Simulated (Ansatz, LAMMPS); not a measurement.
## Aqueous N(CH3)4+ and I-, 3.8 mol of salt per kg of water, from a frame at 360 K (123 atoms): geometry optimisation

Aim: bring aqueous N(CH3)4+ and I-, 3.8 mol of salt per kg of water, from a frame at 360 K (123 atoms) to a nearby minimum of the energy and see what moves.

Main program and level: Ansatz 0.2.0; Kohn-Sham DFT, PBE+D3(BJ), PAW (set soft_2), plane waves.

Report form: the programs' logs are mostly left out.

## 1. The starting structure

The cell holds 123 atoms: 8 C, 2 N, 82 H, 29 O and 2 I. Cell: a = 10.874 Å, b = 10.874 Å, c = 10.874 Å, α = 90.0°, β = 90.0°, γ = 90.0°. 29 H2O, 2 N(CH3)4+, 2 I- placed at random, at 1.19 g/cm³; overlaps pushed apart, then 10 ps at 420 K with Joung-Cheatham ions (J. Phys. Chem. B 112, 9020 (2008)); MMFF94 bonds, angles, torsions, charges and radii (Halgren, J. Comput. Chem. 17, 490 (1996)) in harmonic and 12-6 forms; SPC/E water (Berendsen, Grigera and Straatsma, J. Phys. Chem. 91, 6269 (1987)); charges of ions scaled by 0.85. Snapshot after 20 ps at 360 K and fixed volume.

Limits known from the start: The network of contacts between molecules at the start is that of the classical potential that made the cell. The Brillouin zone is sampled at Γ only, in a cell whose shortest periodic width is 11 Å. Spin–orbit coupling is left out, which matters for the levels of the heavy elements.

## 2. The classical run that made the cell

A classical potential supplies the starting structure, since it reaches far longer times than DFT.

This step: classical MD, Joung-Cheatham ions (J. Phys. Chem. B 112, 9020 (2008)); MMFF94 bonds, angles, torsions, charges and radii (Halgren, J. Comput. Chem. 17, 490 (1996)) in harmonic and 12-6 forms; SPC/E water (Berendsen, Grigera and Straatsma, J. Phys. Chem. 91, 6269 (1987)); charges of ions scaled by 0.85 (LAMMPS 22 Jul 2025 - Update 4).

in.lmp

```
# aqueous N(CH3)4+ and I-, 3.8 mol of salt per kg of water
units real
atom_style full
boundary p p p
bond_style harmonic
angle_style harmonic
dihedral_style opls
improper_style harmonic
special_bonds lj 0 0 0.5 coul 0 0 0.75
read_data data.lmp
neigh_modify delay 0 every 1 check yes one 4000
comm_modify cutoff 12.0
timestep 0.5
thermo_style custom step time temp pe press density
thermo_modify norm yes
# push overlapping molecules apart
pair_style soft 2.6
pair_coeff * * 0.0
variable a equal ramp(1,60)
fix ad all adapt 1 pair soft a * * v_a
velocity all create 420 47318 mom yes dist gaussian
fix lim all nve/limit 0.03
fix lan all langevin 420 420 50 47319 zero yes
thermo 1000
run 3000 post no
unfix ad
pair_style lj/cut/coul/long 9.0
pair_modify mix arithmetic tail yes
pair_coeff 1 1 0.0678 3.3680   # C
pair_coeff 2 2 0.0721 3.3270   # N
pair_coeff 3 3 0.0216 2.5400   # H
pair_coeff 4 4 0.1553 3.1660   # O
pair_coeff 5 5 0.0000 1.0000   # H
pair_coeff 6 6 0.0428 5.2011   # I
# [... 19 lines left out ...]
compute msd all msd com yes
thermo 5000
fix md all nvt temp 360 360 100
run 20000 post no
print "== T360: mean square displacement over the hold $(c_msd[4]:%.2f) A^2"
unfix md
uncompute msd
write_dump all custom T360.dump id type xs ys zs modify sort id
```

Run with:

```
$ lmp -in in.lmp -log none -nocite
```

Wall time 30 s (1 thread of Intel Xeon at 2.80GHz (Skylake/Cascade Lake), shared host); peak memory 0.58 GiB.

The input also reads data.lmp (atoms, bonds and types; not printed here).

## 3. Single point at the start

A single point comes first, to see the forces before anything moves.

input.yaml

```yaml
crystal:
  lattice:
    - [10.87401, 0.0, 0.0]
    - [0.0, 10.87401, 0.0]
    - [0.0, 0.0, 10.87401]
  atoms:
    - { symbol: C, position: [0.99434, 0.8213, 0.16681] }
    - { symbol: "N", position: [0.85754, 0.80718, 0.17036] }
    - { symbol: C, position: [0.81305, 0.69137, 0.11778] }
    - { symbol: C, position: [0.78849, 0.91133, 0.10737] }
    - { symbol: C, position: [0.82636, 0.80396, 0.30233] }
    - { symbol: H, position: [0.02566, 0.80569, 0.06837] }
    - { symbol: H, position: [0.02311, 0.75576, 0.22975] }
    - { symbol: H, position: [0.02024, 0.90748, 0.20433] }
    - { symbol: H, position: [0.83082, 0.61543, 0.17921] }
    - { symbol: H, position: [0.71208, 0.69359, 0.10001] }
    - { symbol: H, position: [0.86486, 0.67572, 0.03067] }
    - { symbol: H, position: [0.80334, 0.90153, 0.00947] }
    - { symbol: H, position: [0.68766, 0.91719, 0.13408] }
    - { symbol: H, position: [0.83581, 0.99614, 0.13849] }
    - { symbol: H, position: [0.73444, 0.8156, 0.3226] }
    - { symbol: H, position: [0.86221, 0.71446, 0.33934] }
    - { symbol: H, position: [0.86942, 0.88447, 0.34611] }
    - { symbol: C, position: [0.191, 0.18556, 0.77213] }
    - { symbol: "N", position: [0.1559, 0.2322, 0.64776] }
    - { symbol: C, position: [0.0302, 0.19914, 0.63022] }
    - { symbol: C, position: [0.22819, 0.18022, 0.55205] }
    - { symbol: C, position: [0.17378, 0.37073, 0.64535] }
    - { symbol: H, position: [0.1979, 0.08649, 0.76731] }
    - { symbol: H, position: [0.13035, 0.21672, 0.84227] }
    - { symbol: H, position: [0.28257, 0.21702, 0.79377] }
    - { symbol: H, position: [0.97691, 0.236, 0.70915] }
    - { symbol: H, position: [0.00257, 0.24529, 0.54733] }
    - { symbol: H, position: [0.02086, 0.10198, 0.64451] }
    - { symbol: H, position: [0.32193, 0.20748, 0.55512] }
    - { symbol: H, position: [0.22555, 0.07847, 0.57102] }
    - { symbol: H, position: [0.19192, 0.21202, 0.46431] }
    - { symbol: H, position: [0.12796, 0.39598, 0.73334] }
    [... 85 atom lines left out ...]
    - { symbol: H, position: [0.43267, 0.65464, 0.56578] }
    - { symbol: O, position: [0.41446, 0.30793, 0.02828] }
    - { symbol: H, position: [0.36883, 0.3813, 0.99677] }
    - { symbol: H, position: [0.42317, 0.24598, 0.96087] }
    - { symbol: I, position: [0.29453, 0.94078, 0.29719] }
    - { symbol: I, position: [0.74673, 0.94892, 0.61055] }
kpoints:
  mp_grid: { grid: [1, 1, 1] }
hamiltonian:
  xc: pbe
  dispersion: d3bj
scf:
  occupations: { method: fixed }
output:
  forces: true
  stress: true
  populations: true
  dos:
    method: { smearing: { sigma: 0.08 } }
    de: 0.1
    projected: { site_lists: { C: [C], H: [H], I: [I], "N": ["N"], O: [O] } }
  eigenvalues: true
```

Run with:

```
$ ansatz run input.yaml --threads 4 --pin off --max-ram 8192MiB --backend cpu --events-out ev --progress --plain --runs-dir out
```

Run time: 16 s. Hardware: 4 threads of Arm Neoverse V1, shared host; peak memory 1.4 GiB.

Read from the output:

```yaml
free_energy: -35578.8343 eV
free_energy_per_atom: -289.2588 eV/atom
scf_cycles: 9
pressure: -0.989 GPa
r_m_s_force_component: 0.6534 eV/Å
longest_force: 2.924 eV/Å
fermi_energy: -0.8196 eV
spacing_of_highest_filled_and_lowest_empty_level: 3.329 eV
spilling_of_the_projection: 0.01091
```

The r.m.s. force component of 0.65 eV/Å and the pressure of -0.99 GPa set the starting point.

Length of the force by element:

```csv
element,coordination,atoms,mean length of the force (eV/Å),spread,least,most
C,all,8,2.12,0.585,1.25,2.92
H,all,82,0.981,0.404,0.182,2.60
I,all,2,0.164,0.0708,0.0928,0.234
N,all,2,2.23,0.363,1.87,2.59
O,all,29,0.690,0.294,0.11,1.40
```

## 4. Cell and atoms relaxed

The cell is relaxed with the atoms, since the starting lattice needn't suit this functional.

input.yaml, the sections that differ from step 3:

```yaml
output:
  forces: true
relax:
  f_tol: 0.05
  max_steps: 200
  cell: {}
# crystal, kpoints, hamiltonian, scf: as in step 3
```

The job ended after 6.2 min (4 threads; peak memory 1.3 GiB; 24 min of CPU time).

Step by step (22 of 49):

```csv
step,energy less that of the first step (eV),largest force component (eV/Å),pressure (GPa),volume (Å³)
1,0.0000,2.7893,-0.99,1285.79
3,-4.7802,1.3880,-0.63,1279.06
6,-5.8889,0.2977,-0.03,1262.68
8,-6.1576,1.6774,-0.18,1259.71
10,-6.4060,0.5033,-0.33,1261.21
12,-6.5754,0.4804,-0.15,1258.31
15,-6.6518,0.8425,0.08,1259.06
17,-6.7312,0.0608,-0.02,1258.71
19,-6.7697,0.2108,-0.16,1258.33
22,-6.8066,0.0970,0.02,1256.21
24,-6.8252,0.1377,-0.11,1255.80
26,-6.8363,0.0822,-0.05,1256.23
28,-6.8457,0.0774,-0.01,1255.83
31,-6.8557,0.0346,-0.03,1255.90
33,-6.8628,0.0809,0.01,1254.93
35,-6.9046,0.1564,0.06,1251.30
38,-6.9288,0.8294,0.40,1248.05
40,-7.0705,0.0965,0.02,1246.68
42,-7.0730,0.0372,-0.01,1249.28
44,-7.0117,0.0429,0.01,1240.82
47*,-7.0005,0.0353,-0.02,1238.66
49*,-7.0040,0.0310,0.00,1236.85
```

Relaxation steps marked * repeat the geometry before them on a plane-wave basis chosen anew for their cell, so energy and pressure can jump there. Other such steps can lie between the rows shown. Relaxation steps 15, 38, 41 were tried and not accepted.

```csv
cell as run,before,after,change
a (Å),10.874,11.027,+1.4 %
b (Å),10.874,10.717,-1.4 %
c (Å),10.874,10.486,-3.6 %
α (°),90.00,92.58,+2.9 %
β (°),90.00,92.21,+2.5 %
γ (°),90.00,89.07,-1.0 %
volume (Å³/atom),10.45,10.06,-3.8 %
```

The atoms that moved most (Å, as changes of fractional coordinates times the final cell):

```csv
atom,dx,dy,dz,length
H28,1.993,-0.925,-0.315,2.220
H26,0.906,-1.698,-0.369,1.960
H27,1.092,-1.579,-0.385,1.958
H30,1.496,0.821,-0.078,1.708
H75,-1.553,-0.641,0.146,1.686
C20,1.145,-1.163,-0.223,1.647
H32,-1.102,-1.081,-0.277,1.568
H112,0.469,-1.366,-0.393,1.496
```

The relaxation changed the energy by -56.9 meV/atom, and atoms moved by 0.94 Å r.m.s., 2.2 Å at most.

## 5. Local order after relaxation

Bonds before and after, by the cutoffs listed below:

```csv
pair,bonds before,bonds after,mean before (Å),mean after (Å),spread before (Å),spread after (Å)
H-O,58,58,1.000,0.992,0.000,0.009
H-C,24,24,1.093,1.093,0.029,0.001
C-N,8,8,1.477,1.498,0.036,0.001
```

Density 1.24 g/cm³, 10.06 Å³ an atom.

g(r), total and by pair (bins of 0.2 Å):

```csv
r (Å),total,H-H,H-O,H-C,H-I,H-N,O-O
0.90,3.15,0.00,10.00,0.00,0.00,0.00,0.00
1.10,2.10,0.00,2.37,15.60,0.00,0.00,0.00
1.30,0.00,0.00,0.00,0.00,0.00,0.00,0.00
1.50,0.87,1.43,0.00,0.00,0.00,0.00,0.00
1.70,1.20,1.02,2.38,0.00,0.00,0.00,0.00
1.90,0.38,0.35,0.72,0.00,0.00,0.00,0.00
2.10,0.88,1.13,0.10,0.00,0.00,15.95,0.00
2.30,0.63,1.30,0.16,0.00,0.00,0.00,0.00
2.50,0.76,1.15,0.16,0.00,2.83,0.00,0.00
2.70,1.17,0.63,0.29,5.07,1.24,0.00,6.05
2.90,0.73,0.93,0.74,0.00,0.36,0.00,1.30
3.10,1.17,0.97,2.16,0.39,0.30,0.00,0.13
3.30,1.08,0.81,1.48,2.07,0.54,0.00,0.21
3.50,1.13,0.90,1.47,1.09,0.51,0.00,0.57
3.70,1.29,1.67,1.16,0.54,1.29,0.00,1.27
3.90,0.98,1.06,0.79,0.99,1.56,0.00,1.62
4.10,0.91,0.90,0.91,0.76,1.09,0.70,1.47
4.30,1.01,1.04,0.95,0.73,1.46,1.78,1.59
4.50,1.00,1.03,0.92,0.82,0.75,2.67,1.09
4.70,0.93,0.88,1.12,0.61,0.54,0.82,0.90
4.90,0.92,0.91,1.01,0.50,1.01,0.88,0.93
5.10,0.90,0.86,0.98,0.86,1.14,1.03,0.72
```

Bonds by pair of elements; cutoffs follow the first minimum of g(r), held within bounds set by covalent radii, and pairs that aren't listed don't count as bonded:

```csv
pair A-B,cutoff (Å),bonds,mean length (Å),spread (Å),shortest (Å),B about A,A about B
H-O,1.21,58,0.992,0.009,0.97,0.707,2
H-C,1.34,24,1.09,0.001,1.09,0.293,3
C-N,1.79,8,1.50,0.001,1.50,1,4
```

How many atoms have how many bonded neighbours:

```csv
element,mean,0,1,2,4
C,4,0,0,0,8
H,1,0,82,0,0
I,0,2,0,0,0
N,4,0,0,0,2
O,2,0,0,29,0
```

Bond angles, per cent of each kind in bins of 5°:

```csv
angle (°),H-O-H,H-C-H,H-C-N,C-N-C
100–105,48.3,0.0,0.0,0.0
105–110,51.7,29.2,100.0,91.7
110–115,0.0,70.8,0.0,8.3
```

Bond angles (no mean is given where the spread exceeds 20°):

```csv
angle,count,mean (°),spread (°)
H-O-H,29,105,1.9
H-C-H,24,110,0.6
H-C-N,24,108,0.4
C-N-C,12,110,0.4
```

Hydrogen bonds between water molecules (O–O under 3.5 Å, H–O···O angle under 30°):

```csv
hydrogen bonds to other water,molecules
0,0
1,0
2,5
3,11
4,12
5,1
```

First shells of the ions:

```csv
ion,count,shell,mean number
I,2,H within 3.3 A,5.5
```

Counting bonds as in the table, all C atoms have 4, all H atoms have 1 and all N atoms have 4 bonded neighbours. The H-O-H angle averages 105° with a spread of 1.9°. The 29 water molecules hold 3.31 hydrogen bonds each to other water on average, with a mean O–O distance of 2.75 Å. Ion shells in this frame: I 5.5 (H within 3.3 Å).

(Continued in part 2 of 2.)

[Logs are printed without paths, hosts, clocks, repeated set-up lines and the standing remarks that a program may print on its own settings, such as how far it seeks lower states.]

[Hosts, paths, dates, database ids (printed as entryN), source tags and the programs' standing remarks are cut or masked in the printed files.]

[The MMFF94 radii named for the starting cell were scaled by 0.96; in molecules described by MMFF94, hydrogen bound to N, O or S took a small fixed 12-6 site in their place.]
